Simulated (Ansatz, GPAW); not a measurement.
# A 9-layer slab of Na(100): work function by functional and basis, part 2 of 3

How far do functional and basis move the work function of a 9-layer slab of Na(100)?

GPAW 26.7.0 and Ansatz 0.2.0; Ansatz plane waves; slab in vacuum with a dipole correction, relaxation (the session's first sound run).

So far, upper work function (eV): step 2 (relaxation, PBE) 2.66; step 3 (plane waves, PBE) 2.66.

### Step 4. Self-consistent run: xc = "vdW-DF2"

Level of this step: GPAW, PAW setups; slab in vacuum (GPAW).

The same geometry under vdW-DF2, to see how far the functional moves the levels against the vacuum (the van der Waals functionals take revPBE setups).

Contents of run.py:

```python
import json
import numpy as np
from ase import Atoms
from gpaw import GPAW, PW

slab = Atoms(
    ['Na', 'Na', 'Na', 'Na', 'Na', 'Na', 'Na', 'Na', 'Na'],
    positions=[
        [0.00000, 0.00000, 8.00000],
        [2.11500, 2.11500, 10.11500],
        [0.00000, 0.00000, 12.23000],
        [2.11500, 2.11500, 14.34500],
        [0.00000, 0.00000, 16.46000],
        [2.11500, 2.11500, 18.57500],
        [0.00000, 0.00000, 20.69000],
        [2.11500, 2.11500, 22.80500],
        [0.00000, 0.00000, 24.92000]],
    cell=[[4.23, 0.0, 0.0], [0.0, 4.23, 0.0], [0.0, 0.0, 32.92]],
    pbc=[True, True, False])

slab.calc = GPAW(mode=PW(400), xc='vdW-DF2', kpts={'size': (8, 8, 1), 'gamma': True},
                 occupations={'name': 'fermi-dirac', 'width': 0.1}, nbands='140%',
                 convergence={'density': 1e-05}, maxiter=200,
                 poissonsolver={'dipolelayer': 'xy'},
                 symmetry={'tolerance': 1e-3}, txt='slab.txt')
result = {}
energy = slab.get_potential_energy()
fermi = slab.calc.get_fermi_level()
v = slab.calc.get_electrostatic_potential().mean((0, 1)) - fermi
n = slab.calc.get_pseudo_density().mean((0, 1))
L = slab.cell[2, 2]
z = np.arange(len(v)) * L / len(v)
low, high = slab.positions[:, 2].min(), slab.positions[:, 2].max()
below, above = np.interp([low - 5.8, high + 5.8], z, v)
slopes = [np.interp(x, z, np.gradient(v, z)) for x in (low - 5.8, high + 5.8)]
eps = np.array([[slab.calc.get_eigenvalues(k, s) for k in range(len(slab.calc.get_ibz_k_points()))]
                for s in range(slab.calc.get_number_of_spins())]) - fermi
top, bottom = eps[eps < 0].max(), eps[eps > 0].min()
dipole = slab.get_dipole_moment()[2]
print(f'energy {energy:.4f} eV, Fermi level {fermi:.4f} eV, dipole {dipole:.5f} e A')
print(f'potential 5.8 A off the faces, from the Fermi level: lower {below:.4f} eV, upper {above:.4f} eV')
print(f'slope of the potential there: lower {slopes[0]:.5f}, upper {slopes[1]:.5f} eV/A')
print(f'nearest levels on the mesh: {top:.4f} and {bottom:.4f} eV')
print('magnetic moment', round(slab.get_magnetic_moment(), 3))
result.update(energy=energy, fermi=fermi, dipole=dipole, below=below, above=above, slopes=slopes, edges=[top, bottom],
              z=z.tolist(), v=v.tolist(), n=n.tolist(), positions=slab.positions.tolist(),
              forces=slab.get_forces(apply_constraint=False).tolist(), moments=slab.get_magnetic_moments().tolist())
json.dump(result, open('result.json', 'w'))
```

Launch:

```sh
> OMP_NUM_THREADS=1 OPENBLAS_NUM_THREADS=1 python run.py
```

The program printed:

```text
energy -175.9217 eV, Fermi level -1.0917 eV, dipole -0.00029 e A
potential 5.8 A off the faces, from the Fermi level: lower 2.9148 eV, upper 2.9148 eV
slope of the potential there: lower -0.00091, upper 0.00091 eV/A
nearest levels on the mesh: -0.0524 and 0.0767 eV
magnetic moment 0.0
```

Run time: 3.2 min. Hardware: 1 thread of Intel Xeon at 2.70GHz, shared host; peak memory 0.71 GiB.

Numbers from this step:

```yaml
dipole_along_the_normal: -2.94e-4 e·Å
levels_nearest_the_fermi_level_on_the_mesh: -0.05241, 0.07669 eV from the Fermi level
upper_work_function: 2.915 eV
lower_work_function: 2.915 eV
```

The electrostatic potential energy of an electron (without an applied field's), less the Fermi level, planar mean oscillates, so the rows of the table below give means over windows of 2.06 Å about each position, cut where the curve ends. Its maxima inside the range that stand out by 2 % of the span (Å: eV): 9.2: 0.921, 11.2: 0.893, 13.3: 0.898, 15.4: 0.911, 17.5: 0.911, 19.6: 0.898, 21.7: 0.893, 23.9: 0.945. Its minima: 8.0: -1.62, 10.1: -1.53, 12.2: -1.54, 14.3: -1.55, 16.5: -1.54, 18.6: -1.55, 20.7: -1.54, 22.8: -1.53, 24.9: -1.62.

Table of electrostatic potential energy of an electron (without an applied field's), less the Fermi level, planar mean by z; means over each step:

| z (Å) | electrostatic potential energy of an electron (without an applied field's), less the Fermi level, planar mean (eV) |
| --- | --- |
| 1.03 | 2.92 |
| 3.09 | 2.91 |
| 5.15 | 2.78 |
| 7.21 | 0.604 |
| 9.27 | -0.119 |
| 11.33 | -0.128 |
| 13.39 | -0.137 |
| 15.45 | -0.123 |
| 17.51 | -0.123 |
| 19.57 | -0.129 |
| 21.63 | -0.132 |
| 23.69 | -0.118 |
| 25.75 | 0.677 |
| 27.81 | 2.79 |
| 29.87 | 2.91 |
| 31.93 | 2.92 |

The pseudo valence density, planar mean oscillates, so the rows of the table below give means over windows of 2.06 Å about each position, cut where the curve ends. Its maxima inside the range that stand out by 2 % of the span (Å: e/Å³): 8.0: 0.489, 10.1: 0.490, 12.1: 0.469, 14.4: 0.483, 16.5: 0.494, 18.5: 0.483, 20.8: 0.469, 22.8: 0.490, 24.9: 0.489. Its minima: 9.1: 0.0355, 11.1: 0.0343, 13.4: 0.0349, 15.4: 0.0344, 17.5: 0.0344, 19.5: 0.0349, 21.8: 0.0343, 23.9: 0.0355.

The pseudo valence density, planar mean by z; means over each step:

| z (Å) | pseudo valence density, planar mean (e/Å³) |
| --- | --- |
| 1.03 | 1.9e-6 |
| 3.09 | 7.3e-5 |
| 5.15 | 0.00170 |
| 7.21 | 0.142 |
| 9.27 | 0.180 |
| 11.33 | 0.179 |
| 13.39 | 0.178 |
| 15.45 | 0.178 |
| 17.51 | 0.178 |
| 19.57 | 0.178 |
| 21.63 | 0.178 |
| 23.69 | 0.180 |
| 25.75 | 0.135 |
| 27.81 | 0.00161 |
| 29.87 | 6.9e-5 |
| 31.93 | 2.0e-6 |

The upper face's work function is 2.915 eV, against 2.663 eV in the first plane-wave PBE run at this geometry.

### Step 5. OptPBE vdW: xc = "optPBE-vdW"

The same geometry under optPBE-vdW, to see how far the functional moves the levels against the vacuum (the van der Waals functionals take revPBE setups).

run.py: that of step 4 with these lines changed.

```diff
@@ -20,3 +20,3 @@
 
-slab.calc = GPAW(mode=PW(400), xc='vdW-DF2', kpts={'size': (8, 8, 1), 'gamma': True},
+slab.calc = GPAW(mode=PW(400), xc='optPBE-vdW', kpts={'size': (8, 8, 1), 'gamma': True},
                  occupations={'name': 'fermi-dirac', 'width': 0.1}, nbands='140%',
```

The program printed:

```text
energy -55.2809 eV, Fermi level -0.9792 eV, dipole -0.00029 e A
potential 5.8 A off the faces, from the Fermi level: lower 2.7935 eV, upper 2.7935 eV
slope of the potential there: lower -0.00135, upper 0.00135 eV/A
nearest levels on the mesh: -0.0479 and 0.0804 eV
magnetic moment 0.0
```

Run time: 3 min. Hardware: 1 thread; peak memory 0.71 GiB.

Numbers from this step:

| Quantity | Value |
| --- | --- |
| levels nearest the Fermi level on the mesh | -0.04791, 0.08037 eV from the Fermi level |
| upper work function | 2.793 eV |
| lower work function | 2.793 eV |

The upper face's work function is 2.793 eV, against 2.663 eV in the first plane-wave PBE run at this geometry.

### Step 6. Self-consistent run: xc = "LDA"

The same geometry under LDA, to see how far the functional moves the levels against the vacuum.

run.py: that of step 5 with these lines changed.

```diff
@@ -20,3 +20,3 @@
 
-slab.calc = GPAW(mode=PW(400), xc='optPBE-vdW', kpts={'size': (8, 8, 1), 'gamma': True},
+slab.calc = GPAW(mode=PW(400), xc='LDA', kpts={'size': (8, 8, 1), 'gamma': True},
                  occupations={'name': 'fermi-dirac', 'width': 0.1}, nbands='140%',
```

The program printed:

```text
energy -12.5516 eV, Fermi level -1.0813 eV, dipole -0.00030 e A
potential 5.8 A off the faces, from the Fermi level: lower 2.7763 eV, upper 2.7763 eV
slope of the potential there: lower -0.00048, upper 0.00048 eV/A
nearest levels on the mesh: -0.0458 and 0.0826 eV
magnetic moment 0.0
```

Run time: 2 min. Hardware: 1 thread; peak memory 0.41 GiB.

Numbers from this step:

* dipole along the normal: -3.04e-4 e·Å
* levels nearest the Fermi level on the mesh: -0.04581, 0.08261 eV from the Fermi level
* upper work function: 2.776 eV
* lower work function: 2.776 eV

The electrostatic potential energy of an electron (without an applied field's), less the Fermi level, planar mean oscillates, so the rows of the table below give means over windows of 2.06 Å about each position, cut where the curve ends. Its maxima inside the range that stand out by 2 % of the span (Å: eV): 9.2: 1.01, 11.2: 0.995, 13.3: 0.989, 15.4: 1.00, 17.5: 1.00, 19.6: 0.989, 21.7: 0.995, 23.9: 1.03. Its minima: 8.0: -1.62, 10.1: -1.44, 12.2: -1.48, 14.3: -1.48, 16.5: -1.47, 18.6: -1.48, 20.7: -1.48, 22.8: -1.44, 24.9: -1.62.

Table of electrostatic potential energy of an electron (without an applied field's), less the Fermi level, planar mean by z; means over each step:

z (Å), electrostatic potential energy of an electron (without an applied field's), less the Fermi level, planar mean (eV) and a bar from the least value:
```
     1.03       2.78 ##############################
     3.09       2.77 ##############################
     5.15       2.67 #############################
     7.21       0.57 #######
     9.27      -0.04 
    11.33      -0.04 
    13.39      -0.05 
    15.45      -0.04 
    17.51      -0.04 
    19.57      -0.05 
    21.63      -0.04 
    23.69      -0.04 
    25.75       0.64 #######
    27.81       2.68 #############################
    29.87       2.77 ##############################
    31.93       2.78 ##############################
```

The upper face's work function is 2.776 eV, against 2.663 eV in the first plane-wave PBE run at this geometry.

### Step 7. Self-consistent run: xc = "RPBE"

The same geometry under RPBE, to see how far the functional moves the levels against the vacuum.

run.py: that of step 6 with these lines changed.

```diff
@@ -20,3 +20,3 @@
 
-slab.calc = GPAW(mode=PW(400), xc='LDA', kpts={'size': (8, 8, 1), 'gamma': True},
+slab.calc = GPAW(mode=PW(400), xc='RPBE', kpts={'size': (8, 8, 1), 'gamma': True},
                  occupations={'name': 'fermi-dirac', 'width': 0.1}, nbands='140%',
```

The program printed:

```text
energy -10.4313 eV, Fermi level -0.8441 eV, dipole -0.00029 e A
potential 5.8 A off the faces, from the Fermi level: lower 2.5957 eV, upper 2.5957 eV
slope of the potential there: lower -0.00063, upper 0.00063 eV/A
nearest levels on the mesh: -0.0465 and 0.0815 eV
magnetic moment 0.0
```

It took 2 min on 1 thread; peak memory 0.41 GiB.

Numbers from this step:

```
dipole along the normal                    : -2.93e-4 e·Å
levels nearest the Fermi level on the mesh : -0.04654, 0.08145 eV from the Fermi level
upper work function                        : 2.596 eV
lower work function                        : 2.596 eV
```

The upper face's work function is 2.596 eV, against 2.663 eV in the first plane-wave PBE run at this geometry.

### Step 8. Self-consistent run: xc = "revPBE"

The same geometry under revPBE, to see how far the functional moves the levels against the vacuum.

run.py: that of step 7 with these lines changed.

```diff
@@ -20,3 +20,3 @@
 
-slab.calc = GPAW(mode=PW(400), xc='RPBE', kpts={'size': (8, 8, 1), 'gamma': True},
+slab.calc = GPAW(mode=PW(400), xc='revPBE', kpts={'size': (8, 8, 1), 'gamma': True},
                  occupations={'name': 'fermi-dirac', 'width': 0.1}, nbands='140%',
```

The program printed:

```text
energy -10.4944 eV, Fermi level -0.8434 eV, dipole -0.00029 e A
potential 5.8 A off the faces, from the Fermi level: lower 2.5856 eV, upper 2.5856 eV
slope of the potential there: lower -0.00061, upper 0.00061 eV/A
nearest levels on the mesh: -0.0462 and 0.0818 eV
magnetic moment 0.0
```

Elapsed: 2.2 min, on 1 thread; peak memory 0.4 GiB.

This step gave:

```yaml
dipole_along_the_normal: -2.94e-4 e·Å
levels_nearest_the_fermi_level_on_the_mesh: -0.04615, 0.08178 eV from the Fermi level
upper_work_function: 2.586 eV
lower_work_function: 2.586 eV
```

The upper face's work function is 2.586 eV, against 2.663 eV in the first plane-wave PBE run at this geometry.

### Step 9. Real-space grid: mode = "fd"

A real-space grid is a second complete basis, so it checks the plane-wave result.

run.py: that of step 8 with these lines changed.

```diff
@@ -3,3 +3,3 @@
 from ase import Atoms
-from gpaw import GPAW, PW
+from gpaw import GPAW
 
@@ -20,3 +20,3 @@
 
-slab.calc = GPAW(mode=PW(400), xc='revPBE', kpts={'size': (8, 8, 1), 'gamma': True},
+slab.calc = GPAW(mode='fd', h=0.18, xc='PBE', kpts={'size': (8, 8, 1), 'gamma': True},
                  occupations={'name': 'fermi-dirac', 'width': 0.1}, nbands='140%',
```

The program printed:

```text
energy -11.4392 eV, Fermi level -2.6626 eV, dipole 0.00000 e A
potential 5.8 A off the faces, from the Fermi level: lower 2.6624 eV, upper 2.6624 eV
slope of the potential there: lower -0.00049, upper 0.00049 eV/A
nearest levels on the mesh: -0.0462 and 0.0821 eV
magnetic moment 0.0
```

The job ended after 14 min (1 thread; peak memory 2 GiB).

This step gave:

| Item | Value |
| --- | --- |
| dipole along the normal | 1.06e-11 e·Å |
| levels nearest the Fermi level on the mesh | -0.04621, 0.08206 eV from the Fermi level |
| upper work function | 2.662 eV |
| lower work function | 2.662 eV |

The upper face's work function is 2.662 eV, against 2.663 eV in the first plane-wave PBE run at this geometry.

### Step 10. Cost and result by level

Times are for 1 thread of Intel Xeon at 2.70GHz, shared host. The series side by side:

| no. | run | upper work function (eV) | time | memory (GiB) |
| --- | --- | --- | --- | --- |
| 1 | pw | 2.663 | 2.2 min | 0.4 |
| 2 | vdW DF2 | 2.915 | 3.2 min | 0.71 |
| 3 | optPBE vdW | 2.793 | 3 min | 0.71 |
| 4 | LDA | 2.776 | 2 min | 0.41 |
| 5 | RPBE | 2.596 | 2 min | 0.41 |
| 6 | revPBE | 2.586 | 2.2 min | 0.4 |
| 7 | fd | 2.662 | 14 min | 2.0 |

[end of part 2 of 3]

[Logs are printed without paths, hosts, clocks, repeated set-up lines and the standing remarks that a program may print on its own settings, such as how far it seeks lower states.]

[Hosts, paths, dates, database ids (printed as entryN), source tags and the programs' standing remarks are cut or masked in the printed files.]
